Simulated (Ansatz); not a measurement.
# P on Ta(110): change of the work function, part 4 of 4

Wanted: Δφ(θ) for P/Ta(110), starting from the hollow site.

Ansatz 0.2.0; plane-wave DFT, PBE, Ansatz PAW.

So far, work function, upper face (eV): step 2 (the clean slab) 4.77; step 3 (37 atoms, coverage 0.111 ML, cell 3x3) 4.85; step 4 (17 atoms, coverage 0.25 ML, cell 2x2) 5.14.

**5. Adsorbate added, k-mesh 6×6×1, coverage 0.5 ML**

System of this step: Ta8P (P/Ta(110)). The cell holds 18 atoms: 16 Ta and 2 P. Its edges and angles: a = 5.733 Å, b = 5.733 Å, c = 27.301 Å, α = 90.0°, β = 90.0°, γ = 70.5°. Vacuum lies along c.

Another coverage, to see how the dipoles act on each other as their distance changes.

The input, input.yaml:

```yaml
crystal:
  lattice:
    - [4.6810468914, -3.31, 0.0]
    - [4.6810468914, 3.31, 0.0]
    - [0.0, 0.0, 27.3007348452]
  atoms:
    - { symbol: Ta, position: [0.0, 0.0, 0.329661456] }
    - { symbol: Ta, position: [0.25, 0.25, 0.415392608] }
    - { symbol: Ta, position: [0.0, 0.0, 0.5012116042] }
    - { symbol: Ta, position: [0.25, 0.25, 0.5836032313] }
    - { symbol: Ta, position: [0.0, 0.5, 0.329661456] }
    - { symbol: Ta, position: [0.25, 0.75, 0.415392608] }
    - { symbol: Ta, position: [0.0, 0.5, 0.5012116042] }
    - { symbol: Ta, position: [0.25, 0.75, 0.5836032313] }
    - { symbol: Ta, position: [0.5, 0.0, 0.329661456] }
    - { symbol: Ta, position: [0.75, 0.25, 0.415392608] }
    - { symbol: Ta, position: [0.5, 0.0, 0.5012116042] }
    - { symbol: Ta, position: [0.75, 0.25, 0.5836032313] }
    - { symbol: Ta, position: [0.5, 0.5, 0.329661456] }
    - { symbol: Ta, position: [0.75, 0.75, 0.415392608] }
    - { symbol: Ta, position: [0.5, 0.5, 0.5012116042] }
    - { symbol: Ta, position: [0.75, 0.75, 0.5836032313] }
    - { symbol: P, position: [0.42, 0.42, 0.670338544] }
    - { symbol: P, position: [0.92, 0.42, 0.670338544] }
kpoints:
  mp_grid: { grid: [6, 6, 1] }
hamiltonian:
  xc: pbe
scf:
  occupations: { method: fermi_dirac, width: 0.1 }
  convergence: { dr2_threshold: 1.0e-08 }
efield:
  axis: 3
  dipole_correction: true
  ramp_position: 0.97
  ramp_width: 0.06
relax:
  f_tol: 0.02
  max_steps: 60
  constraints: [{ sites: [0, 1, 4, 5, 8, 9, 12, 13] }]
output:
  dos: { projected: true, e_range: [-8, 4] }
  write_potential: true
  write_density: true
  volumetric_format: npy
  elf: true
```

On the command line:

```console
ansatz run input.yaml --threads 4 --pin off --max-ram 16384MiB --backend cpu --events-out ev --progress --plain --runs-dir out
```

Numbers of over 12 decimals in the logs are rounded to 6 here.

Log:

```text
[...]
Crystal: 18 atoms, lattice volume = 846.010 Å³
Basis set: ecut = 420 eV, 16591 PW (Γ), exchange–correlation on 80×80×384 points (8 copies of the dense FFT grid, shifted against one another)
Bands: 131, of which v1, the nominal top of the filled ones, is band 109 counted from 1 (108 counted from 0)
Symmetry: 2 space group operations
[...]
- { symbol: Ta, position: [0.231459, 0.756632, 0.586514] }
[...]
- { symbol: Ta, position: [0.5, 0.5, 0.329661] }
    - { symbol: Ta, position: [0.75, 0.75, 0.415392608] }
    - { symbol: Ta, position: [0.500012, 0.499974, 0.501369] }
    - { symbol: Ta, position: [0.731459, 0.756632, 0.586514] }
    - { symbol: P, position: [0.500062, 0.500038, 0.650771] }
    - { symbol: P, position: [1.000062, 0.500038, 0.650771] }
[key lines of the parts left out:]
SCF converged after 7 iterations
Free energy (F): -160422.430327 eV
Fermi energy:    3.640244 eV
Dipole field:    D = -0.022196 V/Å  (p = -0.103774 e·Å, saw-weighted, corrected)
Work function:   Φ+ = 5.3924 eV   Φ− = 4.7865 eV
```

The job ended after 9.7 min (4 threads of Arm Neoverse V1, shared host; peak memory 3.5 GiB; 38 min of CPU time).

Step by step:

```
step  energy less that of the first step (eV)  largest force component (eV/Å)
   1                                   0.0000                          2.6068
   2                                  -1.3628                          1.4575
   3                                  -1.9003                          0.6794
   4                                  -2.2086                          0.5598
   5                                  -2.3996                          0.2436
   6                                  -2.4693                          0.0697
   7                                  -2.4754                          0.0156
   8                                  -2.4757                          0.0037
```

Forces are held to the 2 operations that the run works with; a distortion that breaks them can't arise in this run.

The atoms that moved most (Å):

```
atom      dx      dy      dz  length
 P18   0.749   0.000  -0.534   0.920
 P17   0.749   0.000  -0.534   0.920
 Ta4   0.058  -0.084   0.079   0.129
Ta12   0.058  -0.084   0.079   0.129
Ta16  -0.056   0.083   0.079   0.128
 Ta8  -0.056   0.083   0.079   0.128
Ta11   0.000   0.000  -0.013   0.013
 Ta3   0.000   0.000  -0.013   0.013
```

Final coordinates:

```xyz
18
Lattice="4.6810 -3.3100 0.0000 4.6810 3.3100 0.0000 0.0000 0.0000 27.3007" Properties=species:S:1:pos:R:3
Ta    0.0000    0.0000    9.0000
Ta    2.3405    0.0000   11.3405
Ta    0.0000   -0.0001   13.6702
Ta    2.3986   -0.0838   16.0121
Ta    2.3405    1.6550    9.0000
Ta    4.6810    1.6550   11.3405
Ta    2.3405    1.6549   13.6877
Ta    4.6253    1.7383   16.0123
Ta    2.3405   -1.6550    9.0000
Ta    4.6810   -1.6550   11.3405
Ta    2.3405   -1.6551   13.6702
Ta    4.7391   -1.7388   16.0121
Ta    4.6810    0.0000    9.0000
Ta    7.0216    0.0000   11.3405
Ta    4.6810   -0.0001   13.6877
Ta    6.9658    0.0833   16.0123
P     4.6815   -0.0001   17.7665
P     7.0220   -1.6551   17.7665
```

The density of states has structure finer than the step of the table below, so its rows give means over 0.25 eV, whole bins alone (the curve runs from -8 to 1.98 eV). Peaks (eV: height): -2.950: 22.5, -1.770: 31.6, -1.380: 42.2, -1.320: 37.5, -1.020: 33.1, -0.810: 27.9, -0.390: 32.3.

The density of states by energy, zero at the Fermi level; means over each step:

```
energy (eV)  density of states (states/eV a cell)
      -7.50                                     0
      -7.25                                 0.620
      -7.00                                 0.871
      -6.75                                 0.967
      -6.50                                 0.994
      -6.25                                  1.05
      -6.00                                  2.14
      -5.75                                  2.24
      -5.50                                  2.98
      -5.25                                  2.16
      -5.00                                  5.15
      -4.75                                  5.93
      -4.50                                  7.02
      -4.25                                  6.64
      -4.00                                  9.02
      -3.75                                  14.0
      -3.50                                  12.0
      -3.25                                  13.8
      -3.00                                  18.8
      -2.75                                  17.1
      -2.50                                  12.7
      -2.25                                  9.96
      -2.00                                  13.5
      -1.75                                  15.5
      -1.50                                  25.5
      -1.25                                  28.0
      -1.00                                  25.3
      -0.75                                  24.5
      -0.50                                  25.8
      -0.25                                  28.1
       0.00                                  22.9
       0.25                                  16.5
       0.50                                  10.2
       0.75                                  8.50
       1.00                                  10.4
       1.25                                  10.4
       1.50                                  10.3
       1.75                                  11.3
```

The relaxation took 8 steps and lowered the energy by 2.5 eV; the largest force on the free atoms ends at 0.0037 eV/Å.

The covered face has 5.39 eV, +0.63 eV against the clean one; the bare back face has moved by -0.03 eV, a measure of how thin the slab is.

**6. The covered slab, k-mesh 12×12×1, coverage 1 ML**

System of this step: Ta4P (P/Ta(110)). The cell holds 5 atoms: 4 Ta and 1 P. Its edges and angles: a = 2.867 Å, b = 2.867 Å, c = 27.301 Å, α = 90.0°, β = 90.0°, γ = 70.5°. Vacuum lies along c.

Another coverage, to see how the dipoles act on each other as their distance changes.

input.yaml, the sections that differ from step 5:

```yaml
crystal:
  lattice:
    - [2.3405234457, -1.655, 0.0]
    - [2.3405234457, 1.655, 0.0]
    - [0.0, 0.0, 27.3007348452]
  atoms:
    - { symbol: Ta, position: [0.0, 0.0, 0.329661456] }
    - { symbol: Ta, position: [0.5, 0.5, 0.415392608] }
    - { symbol: Ta, position: [0.0, 0.0, 0.5012116042] }
    - { symbol: Ta, position: [0.5, 0.5, 0.5836032313] }
    - { symbol: P, position: [0.84, 0.84, 0.670338544] }
kpoints:
  mp_grid: { grid: [12, 12, 1] }
relax:
  f_tol: 0.02
  max_steps: 60
  constraints: [{ sites: [0, 1] }]
output:
  write_potential: true
  write_density: true
  volumetric_format: npy
# hamiltonian, scf, efield: as in step 5
```

Log:

```text
[...]
Crystal: 5 atoms, lattice volume = 211.502 Å³
Basis set: ecut = 420 eV, 4153 PW (Γ), exchange–correlation on 40×40×384 points (8 copies of the dense FFT grid, shifted against one another)
Bands: 35, of which v1, the nominal top of the filled ones, is band 29 counted from 1 (28 counted from 0)
Symmetry: 2 space group operations
[...]
F+E_penalty+E_count = -40483.95068077 eV   max|allowed force component| = 1.613e-2 eV/Å
  atoms:
    - { symbol: Ta, position: [0.0, 0.0, 0.329661] }
    - { symbol: Ta, position: [0.5, 0.5, 0.415392608] }
    - { symbol: Ta, position: [0.00038467, 0.00038467, 0.500852] }
    - { symbol: Ta, position: [0.501153, 0.501153, 0.587156] }
    - { symbol: P, position: [0.999883, 0.999883, 0.655861] }
[key lines of the parts left out:]
SCF converged after 8 iterations
Free energy (F): -40483.950681 eV
Fermi energy:    4.145604 eV
Dipole field:    D = -0.024815 V/Å  (p = -0.029004 e·Å, saw-weighted, corrected)
Work function:   Φ+ = 5.4565 eV   Φ− = 4.7790 eV
```

Run time: 55 s. Hardware: 4 threads; peak memory 0.62 GiB; 3.6 min of CPU time.

Step by step:

```
step  energy less that of the first step (eV)  largest force component (eV/Å)
   1                                   0.0000                          2.4380
   2                                  -0.4772                          0.3769
   3                                  -0.5004                          0.3201
   4                                  -0.5687                          0.3928
   5                                  -0.6548                          0.2024
   6                                  -0.6684                          0.2035
   7                                  -0.6821                          0.0640
   8                                  -0.6830                          0.0161
```

The run keeps the 2 symmetry operations that it works with, so distortions that break them were not tested.

The atoms that moved most (Å):

```
atom     dx     dy      dz  length
  P5  0.748  0.000  -0.395   0.846
 Ta4  0.005  0.000   0.097   0.097
 Ta3  0.002  0.000  -0.010   0.010
```

The relaxed structure:

```xyz
5
Lattice="2.3405 -1.6550 0.0000 2.3405 1.6550 0.0000 0.0000 0.0000 27.3007" Properties=species:S:1:pos:R:3
Ta    0.0000    0.0000    9.0000
Ta    2.3405    0.0000   11.3405
Ta    0.0018    0.0000   13.6736
Ta    2.3459    0.0000   16.0298
P     4.6805    0.0000   17.9055
```

Running mean over 2.341 Å of the planar mean; the ramp of the sawtooth is left out. Electron's electrostatic potential energy less the Fermi level against z:

```
z (Å)  electron's electrostatic potential energy less the Fermi level (eV)
  3.5                                                                 4.78
  4.0                                                                 4.78
  4.5                                                                 4.77
  5.0                                                                 4.76
  5.5                                                                 4.72
  6.0                                                                 4.59
  6.5                                                                 4.18
  7.0                                                                 2.94
  7.5                                                               -0.255
  8.0                                                                -5.19
  8.5                                                                -8.89
  9.0                                                                -10.1
  9.5                                                                -10.1
 10.0                                                                -10.0
 10.5                                                                -10.0
 11.0                                                                -9.98
 11.5                                                                -9.98
 12.0                                                               -10.00
 12.5                                                                -10.0
 13.0                                                                -9.97
 13.5                                                                -9.93
 14.0                                                                -9.89
 14.5                                                                -9.84
 15.0                                                                -9.89
 15.5                                                                -10.1
 16.0                                                                -10.6
 16.5                                                                -11.7
 17.0                                                                -11.9
 17.5                                                                -9.24
 18.0                                                                -6.36
 18.5                                                                -4.25
 19.0                                                               -0.718
 19.5                                                                 3.12
 20.0                                                                 4.89
 20.5                                                                 5.33
 21.0                                                                 5.43
 21.5                                                                 5.45
 22.0                                                                 5.45
 22.5                                                                 5.46
 23.0                                                                 5.46
 23.5                                                                 5.46
 24.0                                                                 5.46
```

The relaxation took 8 steps and lowered the energy by 0.68 eV; the largest force on the free atoms ends at 0.016 eV/Å.

The covered face has 5.46 eV, +0.69 eV against the clean one; the bare back face has moved by -0.04 eV, a measure of how thin the slab is.

**7. Work function against coverage**

This step: plane-wave DFT, PBE, Ansatz PAW; work function against coverage (Ansatz 0.2.0).

The runs are now put side by side.

This step gave:

```
work function of the clean face     : 4.767 eV
largest change of the work function : 0.6897 eV
```

Work function of the covered face against coverage:

```
coverage (adsorbates/nm²)  work function of the covered face (eV)
                     0.00                                    4.77
                     1.43                                    4.85
                     3.23                                    5.14
                     6.45                                    5.39
                    12.91                                    5.46
```

The dipole per adsorbate comes from the change of the cell's dipole. Coverage, by row:

```
coverage (1/nm²)  coverage (ML)  work function (eV)  change (eV)  dipole per adsorbate, positive end outwards (debye)  mean height of the added atoms over the highest substrate atom (Å)
           1.434         0.1111               4.853      0.08595                                               -0.206                                                               1.549
           3.227           0.25               5.142       0.3749                                               -0.334                                                               1.615
           6.454            0.5               5.392       0.6256                                                -0.27                                                               1.754
           12.91              1               5.456       0.6897                                                -0.15                                                               1.876
```

**8. Results**

```
work function of the clean face                        : 4.77 eV
work function at 0.11 ML                               : 4.85 eV
work function at 0.25 ML                               : 5.14 eV
work function at 0.5 ML                                : 5.39 eV
work function at 1 ML                                  : 5.46 eV
dipole per adsorbate at 0.11 ML, positive end outwards : -0.21 D
```

In words: At the lowest coverage P changes the work function of Ta(110) by under 0.15 eV, within the error of so thin a slab; the largest change, +0.69 eV, comes at higher coverage. The slab has 4 layers, at the tabulated experimental lattice constant, one starting site was run, and quantum-size effects of a slab this thin can reach one or two tenths of an eV.

[Logs are printed without paths, hosts, clocks, repeated set-up lines and the standing remarks that a program may print on its own settings, such as how far it seeks lower states.]

[Hosts, paths, dates, database ids (printed as entryN), source tags and the programs' standing remarks are cut or masked in the printed files.]

[Maps of the electrostatic potential energy from Ansatz leave out the sawtooth potential of an applied field or a dipole correction, so their vacuum need not be flat; planar profiles and work functions include it.]

[The density of states shown here was stored with 400 of the rows of the run's finer table, so its peaks can read low, often by over a quarter, or be missed, and its means over a window can be off by a tenth or more.]
